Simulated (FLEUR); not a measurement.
**Nickel: parallel and opposed starts**

Wanted: the moments of Nickel and the energy of each order that was tried.

Calculated with FLEUR MaX-R8.1; LDA (VWN); all-electron FLAPW, Dirac cores, scalar-relativistic bands.

### Step 1. Starting point

The structure is cubic, space group Fm-3m (No. 225). The conventional cell has a = 3.524 Å, b = 3.524 Å, c = 3.524 Å, α = 90.00°, β = 90.00°, γ = 90.00°. Nearest to Ni lie 12 Ni at 2.49 Å.

### Step 2. Run 1 (ferro +)

The parallel start comes first: it shows whether parallel moments hold.

inpgen writes inp.xml from crystal.txt; cutoffs, mixing, functional, smearing and local orbitals are then set in the file. The k list default-1 (kpts.xml, not shown) is a Γ-centred 18×18×18 mesh; where the ranks do not divide the number of points, some are split in two of half the weight.

The input, inp.xml:

```
<?xml version="1.0" encoding="UTF-8" standalone="no"?>
<fleurInput fleurInputVersion="0.39">
   <comment>
      Ni
   </comment>
   <calculationSetup>
      <cutoffs Kmax="3.6" Gmax="10.8" GmaxXC="10.8" numbands="0"/>
      <scfLoop itmax="90" minDistance="0.00002" maxIterBroyd="15" imix="Anderson" alpha="0.05" precondParam="0.0" spinf="2.0" sdNocoIR="T"/>
      <coreElectrons ctail="T" frcor="F" kcrel="1" coretail_lmax="0"/>
      <xcFunctional name="vwn" relativisticCorrections="F"/>
      <magnetism jspins="2"/>
      <soc l_soc="F" theta="0.0" phi="0.0" spav="F"/>
      <expertModes spex="0" secvar="F"/>
      <geometryOptimization l_f="F" forcealpha="1.0" forcemix="BFGS" epsdisp="0.00001" epsforce="0.00001"/>
      <ldaU l_linMix="F" mixParam="0.05" spinf="1.0"/>
   </calculationSetup>
   <cell>
      <bzIntegration valenceElectrons="18.0" mode="hist" fermiSmearingEnergy="0.00183747">
         <kPointListSelection listName="default-1"/>
         <xi:include xmlns:xi="http://www.w3.org/2001/XInclude" href="kpts.xml"> </xi:include>
      </bzIntegration>
      <xi:include xmlns:xi="http://www.w3.org/2001/XInclude" href="sym.xml"> </xi:include>
      <bulkLattice scale="1.0">
         <bravaisMatrix>
            <row-1>    0.0000000000000000     3.3295745993471009     3.3295745993471009</row-1>
            <row-2>    3.3295745993471009     0.0000000000000000     3.3295745993471009</row-2>
            <row-3>    3.3295745993471009     3.3295745993471009     0.0000000000000000</row-3>
         </bravaisMatrix>
      </bulkLattice>
   </cell>
   <atomSpecies>
      <species name="Nickel (Ni1.000" element="Ni" atomicNumber="28">
         <mtSphere radius="2.3" gridPoints="761" logIncrement="0.016"/>
         <atomicCutoffs lmax="8" lnonsphr="6"/>
         <electronConfig flipSpins="F">
            <coreConfig>(1s1/2) (2s1/2) (2p1/2) (2p3/2)</coreConfig>
            <valenceConfig>(3s1/2) (3p1/2) (3p3/2) (4s1/2) (3d3/2) (3d5/2)</valenceConfig>
            <stateOccupation state="(3d3/2)" spinUp="1.6" spinDown="1.6"/>
            <stateOccupation state="(3d5/2)" spinUp="2.9" spinDown="1.9"/>
         </electronConfig>
         <energyParameters s="4" p="4" d="3" f="4"/>
         <lo type="SCLO" l="0" n="3" eDeriv="0"/>
         <lo type="SCLO" l="1" n="3" eDeriv="0"/>
      </species>
   </atomSpecies>
   <atomGroups>
      <atomGroup species="Nickel (Ni1.000">
         <relPos label="                   1">.0000000000 .0000000000 .0000000000</relPos>
         <force calculate="T" relaxXYZ="TTT"/>
      </atomGroup>
   </atomGroups>
   <output dos="F" band="F" slice="F">
      <bandDOS minEnergy="-.5*Htr" maxEnergy="0.5*Htr" sigma="0.015" storeEVData="T"/>
      <plotting iplot="0" polar="F">
         <plot TwoD="T" vec1="  1.0  0.0  0.0" vec2="  0.0  1.0  0.0" vec3="  0.0  0.0  1.0" zero="  0.0  0.0  0.0" file="plot"/>
      </plotting>
      <moessbauerParams electricFieldGradient="F" isomerShift="T" coreHyperfine="T" valenceHyperfine="T"/>
   </output>
</fleurInput>
```

The input, crystal.txt:

```
Ni
&input film=F cartesian=F /
0.00000000000  1.76193500000  1.76193500000
1.76193500000  0.00000000000  1.76193500000
1.76193500000  1.76193500000  0.00000000000
1.8897261246
1.0 1.0 1.0

1
28 0.00000000000  0.00000000000  0.00000000000 : 1.000

&kpt div1=18 div2=18 div3=18 gamma=T /
```

Started as:

```sh
$ OMP_NUM_THREADS=1 inpgen -f crystal.txt > inpgen.log  # inp.xml is then edited as shown
$ OMP_NUM_THREADS=1 mpirun -n 4 fleur_MPI > fleur.log
```

What it wrote:

```text
Welcome to FLEUR        (www.flapw.de)
      MaX-Release 8.1          (www.max-centre.eu)

 ========== k-point set info ==========
 Selected k-point list: default-1
 k-point list type: mesh
 0 x 0 x 0
 Number of k points: 196

 ------------Calculation Setup---------------------------
 Number of MPI-tasks      :            4
 Number of PE/node        :            4
 Number of OMP-threads    :            1
 k-points in parallel     :            4
 pe's per k-point         :            1
 No of k-point loops      :           49
 Eigenvalue solver        :       lapack
 Number of basis functions:           70
 Approximate size of matrices (H+S) per k-point:         0.000 GB
 --------------------------------------------------------
 [... lines of the core solver left out ...]
 Iteration:     1   Distance:      10.13932066 me/bohr^3
 [... lines of the core solver left out ...]
 Iteration:     2   Distance:       9.76163879 me/bohr^3
 [... lines of the core solver left out ...]
 Iteration:     3   Distance:       3.68003164 me/bohr^3
 [... lines of the core solver left out ...]
 Iteration:     4   Distance:       2.07473684 me/bohr^3
 [... lines of the core solver left out ...]
 Iteration:     5   Distance:       2.62110887 me/bohr^3
 [... lines of the core solver left out ...]
 Iteration:     6   Distance:       0.91144641 me/bohr^3
 [... lines of the core solver left out ...]
 Iteration:     7   Distance:       0.90162899 me/bohr^3
 [... lines of the core solver left out ...]
 Iteration:     8   Distance:       0.09960884 me/bohr^3
 [... lines of the core solver left out ...]
 Iteration:     9   Distance:       0.12712414 me/bohr^3
 [... lines of the core solver left out ...]
 Iteration:    10   Distance:       0.03486412 me/bohr^3
 [... lines of the core solver left out ...]
 Iteration:    11   Distance:       0.01219588 me/bohr^3
 [... lines of the core solver left out ...]
 Iteration:    12   Distance:       0.00079609 me/bohr^3
 [... lines of the core solver left out ...]
 Iteration:    13   Distance:       0.00007972 me/bohr^3
 [... lines of the core solver left out ...]
[... rest left out ...]

--- out.xml (last complete iteration) ---
<iteration numberForCurrentRun="   15" overallNumber="   15">
         <energyParameters units="Htr">
            <atomicEP atomType="1" spin="1" branch="4s" branchLowest="-3.47" branchHighest="1.61" value="0.1679423524"/>
            <atomicEP atomType="1" spin="1" branch="4p" branchLowest="-2.02" branchHighest="2.20" value="0.3128879938"/>
            <atomicEP atomType="1" spin="1" branch="3d" branchLowest="-9.99" branchHighest="0.32" value="0.2254026747"/>
            <atomicEP atomType="1" spin="1" branch="4f" branchLowest="-9.99" branchHighest="3.57" value="0.6360523901"/>
            <loAtomicEP atomType="1" spin="1" branch="3s" branchLowest="-35.41" branchHighest="-3.47" value="-3.4744674776"/>
            <loAtomicEP atomType="1" spin="1" branch="3p" branchLowest="-30.42" branchHighest="-2.02" value="-2.0349104127"/>
            <atomicEP atomType="1" spin="2" branch="4s" branchLowest="-3.44" branchHighest="1.62" value="0.1667855809"/>
            <atomicEP atomType="1" spin="2" branch="4p" branchLowest="-2.00" branchHighest="2.22" value="0.3104485811"/>
            <atomicEP atomType="1" spin="2" branch="3d" branchLowest="-9.99" branchHighest="0.35" value="0.2459147600"/>
            <atomicEP atomType="1" spin="2" branch="4f" branchLowest="-9.99" branchHighest="3.59" value="0.6327349368"/>
            <loAtomicEP atomType="1" spin="2" branch="3s" branchLowest="-35.39" branchHighest="-3.44" value="-3.4462464288"/>
            <loAtomicEP atomType="1" spin="2" branch="3p" branchLowest="-30.41" branchHighest="-2.00" value="-2.0076363635"/>
         </energyParameters>
         <bandgap value="0.0096575563" units="eV"/>
         <sumValenceSingleParticleEnergies value="-16.8622348436" units="Htr"/>
         <FermiEnergy value="0.3018151027" units="Htr"/>
         <valenceDensity>
            <mtCharges spin="1">
               <mtCharge atomType="1" total="8.8940969" s="1.2235867" p="3.1997634" d="4.4515293" f="0.0143843"/>
            </mtCharges>
            <mtCharges spin="2">
               <mtCharge atomType="1" total="8.2641787" s="1.2270744" p="3.2155980" d="3.8018457" f="0.0149694"/>
            </mtCharges>
            <spinDependentCharge spin="1" total="9.3042851" interstitial="0.4101883" mtSpheres="8.8940969"/>
            <spinDependentCharge spin="2" total="8.6957149" interstitial="0.4315362" mtSpheres="8.2641787"/>
            <totalCharge value="18.0000000000"/>
         </valenceDensity>
         <allElectronCharges>
            <spinDependentCharge spin="1" total="14.3042866" interstitial="0.4101883" mtSpheres="13.8940983"/>
            <spinDependentCharge spin="2" total="13.6957134" interstitial="0.4315362" mtSpheres="13.2641773"/>
            <totalCharge value="28.0000000002"/>
         </allElectronCharges>
         <magneticMomentsInMTSpheres units="muBohr">
            <globalMagMoment atomType="1" vec="0.00000   0.00000   0.62992"/>
            <localMagMoment atomType="1" vec="0.00000   0.00000   0.62992"/>
         </magneticMomentsInMTSpheres>
         <moessbauerParams unitsHFF="kG" unitsIS="e/bohr^3" unitsEFG="Htr/bohr^2">
            <coreHyperfineField atomType="1" hffTotal="-190.16178" isTotal="19326.92197">
               <shell n="1" l="0" hff="-7.88220" isomerShift="17620.54494"/>
               <shell n="2" l="0" hff="-183.01782" isomerShift="1695.36085"/>
               <shell n="2" l="1" hff="0.73824" isomerShift="11.01618"/>
            </coreHyperfineField>
            <isomerShift atomType="1" nucleusRadius="0.0000918" averageDensity="19585.21175"/>
         </moessbauerParams>
         <totalEnergy value="    -1518.4061314909" units="Htr">
            <sumOfEigenvalues value="     -871.1677836502">
               <coreElectrons value="-854.3055488066"/>
               <valenceElectrons value="-16.8622348436"/>
            </sumOfEigenvalues>
            <densityCoulombPotentialIntegral value="-2332.0851950883"/>
            <densityEffectivePotentialIntegral value="-2412.9946128288"/>
            <chargeDenXCDenIntegral value="-61.1150023759"/>
            <FockExchangeEnergyValence value="0.0000000000"/>
            <FockExchangeEnergyCore value="0.0000000000"/>
            <atomTypeDependentContributions atomType="1">
               <electronNucleiInteractionDifferentMTs value="1823.5115735648"/>
               <MadelungTerm value="-9.5637871847"/>
            </atomTypeDependentContributions>
            <tkbTimesEntropy value="0.0005303659"/>
            <freeEnergy value="-1518.4066618568"/>
            <extrapolationTo0K value="-1518.4063966739"/>
         </totalEnergy>
         <densityConvergence units="me/bohr^3">
            <chargeDensity spin="1" distance="0.0000033275"/>
            <chargeDensity spin="2" distance="0.0000022501"/>
            <overallChargeDensity distance="0.0000026096"/>
            <spinDensity distance="0.0000050459"/>
         </densityConvergence>
      </iteration>
```

It took 6.4 s on 4 MPI ranks of Arm Neoverse V1, shared host; peak memory 0.16 GiB.

This step gave:

- free energy: -41317.9502 eV
- program's band gap on this mesh (in a metal only a level spacing): 0.009658 eV
- magnetization: 0.6086 μB
- final state: ferromagnetic
- largest moment: 0.6299 μB

After 15 cycles the largest moment stands at 0.630 μB.

### Step 3. Run 2 (antiferro q=(0,1/2,1/2) +-)

Another pattern of signs weighs the neighbour shells otherwise.

This order needs a doubled cell of 2 atoms. The mesh is halved along the doubled vector, so that both cells sample the same points. The k list default-1 (kpts.xml, not shown) is a Γ-centred 18×9×18 mesh.

Changes to inp.xml since step 2:

```diff
@@ -17,3 +17,3 @@
    <cell>
-      <bzIntegration valenceElectrons="18.0" mode="hist" fermiSmearingEnergy="0.00183747">
+      <bzIntegration valenceElectrons="36.0" mode="hist" fermiSmearingEnergy="0.00183747">
          <kPointListSelection listName="default-1"/>
@@ -25,4 +25,4 @@
             <row-1>    0.0000000000000000     3.3295745993471009     3.3295745993471009</row-1>
-            <row-2>    3.3295745993471009     0.0000000000000000     3.3295745993471009</row-2>
-            <row-3>    3.3295745993471009     3.3295745993471009     0.0000000000000000</row-3>
+            <row-2>    6.6591491986942017     0.0000000000000000     6.6591491986942017</row-2>
+            <row-3>    6.6591491986942017     3.3295745993471009     3.3295745993471009</row-3>
          </bravaisMatrix>
@@ -44,2 +44,15 @@
       </species>
+      <species name="Nickel (Ni-1.000" element="Ni" atomicNumber="28">
+         <mtSphere radius="2.3" gridPoints="761" logIncrement="0.016"/>
+         <atomicCutoffs lmax="8" lnonsphr="6"/>
+         <electronConfig flipSpins="F">
+            <coreConfig>(1s1/2) (2s1/2) (2p1/2) (2p3/2)</coreConfig>
+            <valenceConfig>(3s1/2) (3p1/2) (3p3/2) (4s1/2) (3d3/2) (3d5/2)</valenceConfig>
+            <stateOccupation state="(3d3/2)" spinUp="1.6" spinDown="1.6"/>
+            <stateOccupation state="(3d5/2)" spinUp="1.9" spinDown="2.9"/>
+         </electronConfig>
+         <energyParameters s="4" p="4" d="3" f="4"/>
+         <lo type="SCLO" l="0" n="3" eDeriv="0"/>
+         <lo type="SCLO" l="1" n="3" eDeriv="0"/>
+      </species>
    </atomSpecies>
@@ -48,2 +61,6 @@
          <relPos label="                   1">.0000000000 .0000000000 .0000000000</relPos>
+         <force calculate="T" relaxXYZ="TTT"/>
+      </atomGroup>
+      <atomGroup species="Nickel (Ni-1.000">
+         <relPos label="                   2">.0000000000 1.000/2.000 .0000000000</relPos>
          <force calculate="T" relaxXYZ="TTT"/>
```

The input, crystal.txt:

```
Ni
&input film=F cartesian=F /
0.00000000000  1.76193500000  1.76193500000
3.52387000000  0.00000000000  3.52387000000
3.52387000000  1.76193500000  1.76193500000
1.8897261246
1.0 1.0 1.0

2
28 0.00000000000  0.00000000000  0.00000000000 : 1.000
28 0.00000000000  0.50000000000  0.00000000000 : -1.000

&kpt div1=18 div2=9 div3=18 gamma=T /
```

What it wrote:

```text
[banner, memory and clock lines left out]
Welcome to FLEUR        (www.flapw.de)
      MaX-Release 8.1          (www.max-centre.eu)

 ========== k-point set info ==========
 Selected k-point list: default-1
 k-point list type: mesh
 0 x 0 x 0
 Number of k points: 776

 ------------Calculation Setup---------------------------
 Number of PE/node        :            4
 Number of OMP-threads    :            1
 k-points in parallel     :            4
 pe's per k-point         :            1
 No of k-point loops      :          194
 Eigenvalue solver        :       lapack
 Number of basis functions:          140
 Approximate size of matrices (H+S) per k-point:         0.000 GB
 [... lines of the core solver left out ...]
 Iteration:     1   Distance:      20.22527649 me/bohr^3
 [... lines of the core solver left out ...]
 Iteration:     2   Distance:      19.60530642 me/bohr^3
 [... lines of the core solver left out ...]
 Iteration:     3   Distance:       7.66442006 me/bohr^3
 [... lines of the core solver left out ...]
 Iteration:     4   Distance:       4.47416698 me/bohr^3
 [... lines of the core solver left out ...]
 Iteration:     5   Distance:       4.21948701 me/bohr^3
 [... lines of the core solver left out ...]
 Iteration:     6   Distance:       2.28780252 me/bohr^3
 [... lines of the core solver left out ...]
 Iteration:     7   Distance:       2.18880956 me/bohr^3
 [... lines of the core solver left out ...]
[... rest left out ...]

--- out.xml (last complete iteration) ---
<iteration numberForCurrentRun="   46" overallNumber="   46">
         [... left out ...]
         <bandgap value="-0.0000000014" units="eV"/>
         <sumValenceSingleParticleEnergies value="-33.6933317037" units="Htr"/>
         <FermiEnergy value="0.2957667479" units="Htr"/>
         <valenceDensity>
            <mtCharges spin="1">
               <mtCharge atomType="1" total="8.5803078" s="1.2235443" p="3.2055729" d="4.1316606" f="0.0147502"/>
               <mtCharge atomType="2" total="8.5803078" s="1.2235443" p="3.2055729" d="4.1316606" f="0.0147502"/>
            </mtCharges>
            <mtCharges spin="2">
               <mtCharge atomType="1" total="8.5803078" s="1.2235443" p="3.2055729" d="4.1316606" f="0.0147502"/>
               <mtCharge atomType="2" total="8.5803078" s="1.2235443" p="3.2055729" d="4.1316606" f="0.0147502"/>
            </mtCharges>
            <spinDependentCharge spin="1" total="18.0000000" interstitial="0.8393845" mtSpheres="17.1606155"/>
            <spinDependentCharge spin="2" total="18.0000000" interstitial="0.8393845" mtSpheres="17.1606155"/>
            <totalCharge value="36.0000000000"/>
         </valenceDensity>
         [... left out ...]
         <magneticMomentsInMTSpheres units="muBohr">
            <globalMagMoment atomType="1" vec="0.00000   0.00000   0.00000"/>
            <localMagMoment atomType="1" vec="0.00000   0.00000   0.00000"/>
            <globalMagMoment atomType="2" vec="0.00000   0.00000   0.00000"/>
            <localMagMoment atomType="2" vec="0.00000   0.00000   0.00000"/>
         </magneticMomentsInMTSpheres>
         [... left out ...]
         <totalEnergy value="    -3036.8081155683" units="Htr">
            <sumOfEigenvalues value="    -1742.2910690599">
               <coreElectrons value="-1708.5977373562"/>
               <valenceElectrons value="-33.6933317037"/>
            </sumOfEigenvalues>
            <densityCoulombPotentialIntegral value="-4664.1153817286"/>
            <densityEffectivePotentialIntegral value="-4825.9260556167"/>
            <chargeDenXCDenIntegral value="-122.2241211563"/>
            <FockExchangeEnergyValence value="0.0000000000"/>
            <FockExchangeEnergyCore value="0.0000000000"/>
         [... left out ...]
            <tkbTimesEntropy value="0.0020802470"/>
            <freeEnergy value="-3036.8101958152"/>
            <extrapolationTo0K value="-3036.8091556917"/>
         </totalEnergy>
         <densityConvergence units="me/bohr^3">
            <chargeDensity spin="1" distance="0.0000035572"/>
            <chargeDensity spin="2" distance="0.0000035643"/>
            <overallChargeDensity distance="0.0000071019"/>
            <spinDensity distance="0.0000005290"/>
         </densityConvergence>
      </iteration>
```

Wall time 4.1 min (4 MPI ranks); peak memory 0.27 GiB; 16 min of CPU time.

This step gave:

* free energy: -82635.8152 eV
* final state: non-magnetic

It lies 42.6 meV a seeded atom over the first start.

[end of part 1 of 2]

[Logs and program files are shortened in this print: banners, set-up blocks, solver, clock and traceback lines can be left out without a mark of their own.]

[Logs are printed without paths, hosts, clocks, repeated set-up lines and the standing remarks that a program may print on its own settings, such as how far it seeks lower states.]

[Hosts, paths, dates, database ids (printed as entryN), source tags and the programs' standing remarks are cut or masked in the printed files.]

[Where a cell is said to come from a database of computed structures, the database is the Materials Project.]
